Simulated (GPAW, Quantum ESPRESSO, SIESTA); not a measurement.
# Birch–Murnaghan line for wurtzite AlN, SIESTA DZP, PBE

Calculated with SIESTA 5.4.2: PBE; DZP orbitals, shift 0.01 Ry, mesh 400 Ry; k-mesh 8×8×5. The volume is changed in steps from typed lattice constants. V0 = 10.751 Å³ an atom is where a Birch–Murnaghan fit to this level's pressures, the withheld one apart, crosses zero; rows within 2.5 % of V0 are left out, since F is ill-conditioned there. Shape and atoms were relaxed at QE, PBE at each point, and this level solves those geometries.

```
volume (Å³/atom)  pressure (GPa)
           9.796           20.96
          10.009           15.48
          10.222           10.45
          10.435           5.938
          11.074          -5.226
          11.287          -8.282
            11.5               ?
```

Task: Fit the third-order Birch–Murnaghan equation to the rows given and extrapolate to the withheld row.

Worked fit:

Take the Eulerian strain f = ½[(V0/V)^(2/3) − 1] and the normalised pressure F = P / [3f(1 + 2f)^(5/2)]. The third-order Birch–Murnaghan equation is then the line F = B0 + (3/2)B0(B′ − 4) f, so u = f and v = F.

```
      u = f  v = F (GPa)
  0.0319899      187.035
  0.0244154      187.595
  0.0171049      187.220
  0.0100440      187.508
-0.00977036      187.311
 -0.0159574      187.615
```

With n = 6: mean u = 0.00963774, mean v = 187.381, Σ(u − ū)² = 0.0018057, Σ(u − ū)(v − v̄) = -0.010341. Slope b = -0.010341 / 0.0018057 = -5.7270; intercept a = v̄ − b ū = 187.44.

So B0 = 187.4 GPa and B′ = 4 + 2b/(3a) = 3.98. At the withheld volume f = -0.02195, F = 187.6 GPa, and P = 3f(1 + 2f)^(5/2) F.

Prediction at 11.5: -11.04 GPa. The run gave -11.04 GPa, so the fit is low by 0.0010 GPa (0.0092 % of the value).

A fit to this level's energies over the whole scan gives V0 = 10.750 Å³, B0 = 187.6 GPa and B′ = 4.01. Among the rows given, the largest miss of the fit is at 10.009, by 0.025 GPa (0.077 % of the range of the table).

Limits: The nuclei are static. The DFT runs use Fermi–Dirac occupations of width 0.01 eV, and energies are free energies.

[Logs are printed without paths, hosts, clocks, repeated set-up lines and the standing remarks that a program may print on its own settings, such as how far it seeks lower states.]

[Hosts, paths, dates, database ids (printed as entryN), source tags and the programs' standing remarks are cut or masked in the printed files.]
